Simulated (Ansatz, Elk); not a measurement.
# Bonding as seen by X-rays: Ni3Ir, part 2 of 2

The structure of Ni3Ir used here is made up (a known structure type with other elements) and was relaxed beforehand with PBEsol. The aim is the Fourier transform of its all-electron density, F(hkl), set beside the sum over free spherical atoms that refinements use.

Elk 11.2.3 (patched build); all-electron DFT.

So far: The starting structure; Ground state and structure factors; The highest occupied states alone.

The structure was built from a prototype and need not be the compound's stable phase.

**4. Another functional**

Level of this step: DFT, LDA (Perdew-Wang), all-electron APW+lo, Dirac cores, scalar-relativistic bands, static density, no spin (Elk).

The difference from free atoms is small, so it is set against the change that LDA (Perdew-Wang) makes.

elk.in reads:

```
tasks
  0
  195

xctype
  3

spinpol
  .false.

rgkmax
  7.0

gmaxvr
  14.0

lmaxo
  7

lmaxapw
  8

swidth
  0.002

tshift
  .false.

ramdisk
  .false.

hmaxvr
  5.5

maxscl
  120

epspot
  1e-06

sppath
  './'

avec
  6.73919618407 0.00000000000 0.00000000000
  0.00000000000 6.73919618407 0.00000000000
  0.00000000000 0.00000000000 6.73919618407

atoms
  2
  'Ir.in'
  1
  -0.0000000000 0.0000000000 -0.0000000000   0.000000 0.000000 0.000000
  'Ni.in'
  3
  0.5000000000 0.5000000000 0.0000000000   0.000000 0.000000 0.000000
  0.0000000000 0.5000000000 0.5000000000   0.000000 0.000000 0.000000
  0.5000000000 0.0000000000 0.5000000000   0.000000 0.000000 0.000000

ngridk
  6 6 6
```

On the command line:

```
$ OMP_NUM_THREADS=4 elk
```

Numbers of over 12 decimals in the logs are rounded to 6 here.

The program printed:

```text
┌─────────────────────────┐
│ Elk code version 11.2.3 │
└─────────────────────────┘

All units are atomic (Hartree, Bohr, etc.)

┌─────────────────────────────────────────────────┐
│ Ground-state run starting from atomic densities │
└─────────────────────────────────────────────────┘

Lattice vectors :
   6.739196184       0.000000000       0.000000000
   0.000000000       6.739196184       0.000000000
   0.000000000       0.000000000       6.739196184

Reciprocal lattice vectors :
  0.9323345300       0.000000000       0.000000000
[...]
species : 2 (Ni)
[...]
atom 2                    :    26.87754064     (  0.9520080296E-03)
   atom 3                    :    26.87754064     (  0.9520080296E-03)
 total in muffin-tins        :    156.4097903
 total calculated charge     :    160.9942339
 total charge                :    161.0000000
 error                       :   0.5766100053E-02

┌──────────────────────────────┐
│ Self-consistent loop stopped │
└──────────────────────────────┘

Warning : core states of species 1 leak from the muffin-tin :   0.9317203161E-03

Warning : core states of species 2 leak from the muffin-tin :   0.9520080296E-03

Wrote STATE.OUT
[key lines of the parts left out:]
total energy                :     -22403.242796499
```

The job ended after 13 s (4 threads of Arm Neoverse V1, shared host; peak memory 0.16 GiB; 38 s of CPU time).

Against the first run R = 0.03 %; the largest change is -0.048 at 220.

**5. A coarser k-mesh**

About half the k-points along each axis test the sampling.

Edit elk.in of step 4 so:

```diff
@@ -5,3 +5,3 @@
 xctype
-  3
+  20
 
@@ -60,2 +60,2 @@
 ngridk
-  6 6 6
+  3 3 3
```

On the command line:

```
$ OMP_NUM_THREADS=4 elk
```

The program printed:

```text
┌─────────────────────────┐
│ Elk code version 11.2.3 │
└─────────────────────────┘

All units are atomic (Hartree, Bohr, etc.)

┌─────────────────────────────────────────────────┐
│ Ground-state run starting from atomic densities │
└─────────────────────────────────────────────────┘

Lattice vectors :
   6.739196184       0.000000000       0.000000000
   0.000000000       6.739196184       0.000000000
   0.000000000       0.000000000       6.739196184

Reciprocal lattice vectors :
  0.9323345300       0.000000000       0.000000000
[...]
species : 2 (Ni)
[...]
atom 2                    :    26.86247275     (  0.9098263297E-03)
   atom 3                    :    26.86247275     (  0.9098263297E-03)
 total in muffin-tins        :    156.3776097
 total calculated charge     :    160.9947118
 total charge                :    161.0000000
 error                       :   0.5288237751E-02

┌──────────────────────────────┐
│ Self-consistent loop stopped │
└──────────────────────────────┘

Warning : core states of species 1 leak from the muffin-tin :   0.9420511378E-03

Warning : core states of species 2 leak from the muffin-tin :   0.9098263297E-03

Wrote STATE.OUT
[key lines of the parts left out:]
total energy                :     -22420.594757063
```

It took 13 s on 4 threads; peak memory 0.18 GiB.

Against the first run R = 0.03 %; the largest change is -0.047 at 400.

**6. Basis size**

The basis and the expansions that go with it are enlarged, to see whether the differences are converged.

Edit elk.in of step 5 so:

```diff
@@ -11,12 +11,12 @@
 rgkmax
-  7.0
+  8.5
 
 gmaxvr
-  14.0
+  18.0
 
 lmaxo
-  7
+  9
 
 lmaxapw
-  8
+  10
 
@@ -60,2 +60,2 @@
 ngridk
-  3 3 3
+  6 6 6
```

On the command line:

```
$ OMP_NUM_THREADS=4 elk
```

The program printed:

```text
┌─────────────────────────┐
│ Elk code version 11.2.3 │
└─────────────────────────┘

All units are atomic (Hartree, Bohr, etc.)

┌─────────────────────────────────────────────────┐
│ Ground-state run starting from atomic densities │
└─────────────────────────────────────────────────┘

Lattice vectors :
   6.739196184       0.000000000       0.000000000
   0.000000000       6.739196184       0.000000000
   0.000000000       0.000000000       6.739196184

Reciprocal lattice vectors :
  0.9323345300       0.000000000       0.000000000
[...]
species : 2 (Ni)
[...]
atom 2                    :    26.87935541     (  0.9116834110E-03)
   atom 3                    :    26.87935541     (  0.9116834110E-03)
 total in muffin-tins        :    156.4276006
 total calculated charge     :    160.9963448
 total charge                :    161.0000000
 error                       :   0.3655189734E-02

┌──────────────────────────────┐
│ Self-consistent loop stopped │
└──────────────────────────────┘

Warning : core states of species 1 leak from the muffin-tin :   0.9416485783E-03

Warning : core states of species 2 leak from the muffin-tin :   0.9116834110E-03

Wrote STATE.OUT
[key lines of the parts left out:]
total energy                :     -22420.628863626
```

It took 51 s on 4 threads; peak memory 0.3 GiB; 2.5 min of CPU time.

Against the first run R = 0.01 %; the largest change is -0.017 at 311.

**7. Settings against the effect**

| run | R against the first run (%) | R against neutral atoms, low angle (%) | wall time |
| --- | --- | --- | --- |
| PBE, rgkmax 7 | 0.00 | 0.37 | 22 s |
| LDA (Perdew-Wang) | 0.03 | 0.38 | 13 s |
| k-mesh 3×3×3 | 0.03 | 0.36 | 13 s |
| rgkmax 8.5 with larger expansions | 0.01 | 0.36 | 51 s |

**8. Results**

- R against neutral atoms, sin θ/λ < 0.3 Å⁻¹: 0.37 %
- R against neutral atoms, 0.3 to 0.82 Å⁻¹: 0.16 %

**Reading.** Independent neutral atoms miss the calculated amplitudes by R = 0.37 % below 0.3 Å⁻¹ and 0.16 % from there to 0.82 Å⁻¹; by shells, 0.26 % below 0.15 Å⁻¹ (1 form), 0.38 % 0.15 to 0.3 (3 forms), 0.08 % 0.3 to 0.45 (6 forms), 0.18 % above 0.45 (28 forms). Bonding, aspherical density and the tables' own atoms all enter these figures, and the runs don't part them. The largest change of an amplitude is -0.52 electrons, at 200. The window's part falls from 39.0 electrons at the origin to at most 5.63 between 0.45 and 0.82 Å⁻¹, where compact states inside the window still scatter. Below 0.3 Å⁻¹ the changes that finished (LDA (Perdew-Wang), k-mesh 3×3×3 and rgkmax 8.5 with larger expansions) move F by R = 0.02 % at most, against the 0.37 % that separates it from free atoms. These runs have no spin, though d or f shells may be open. Spin-orbit coupling is left out, which can matter for elements this heavy. Part of the difference isn't bonding: the tables are fits to free atoms and ions calculated by other methods than this functional. Thermal motion, anomalous dispersion and extinction are left out.

[Logs are printed without paths, hosts, clocks, repeated set-up lines and the standing remarks that a program may print on its own settings, such as how far it seeks lower states.]

[Hosts, paths, dates, database ids (printed as entryN), source tags and the programs' standing remarks are cut or masked in the printed files.]
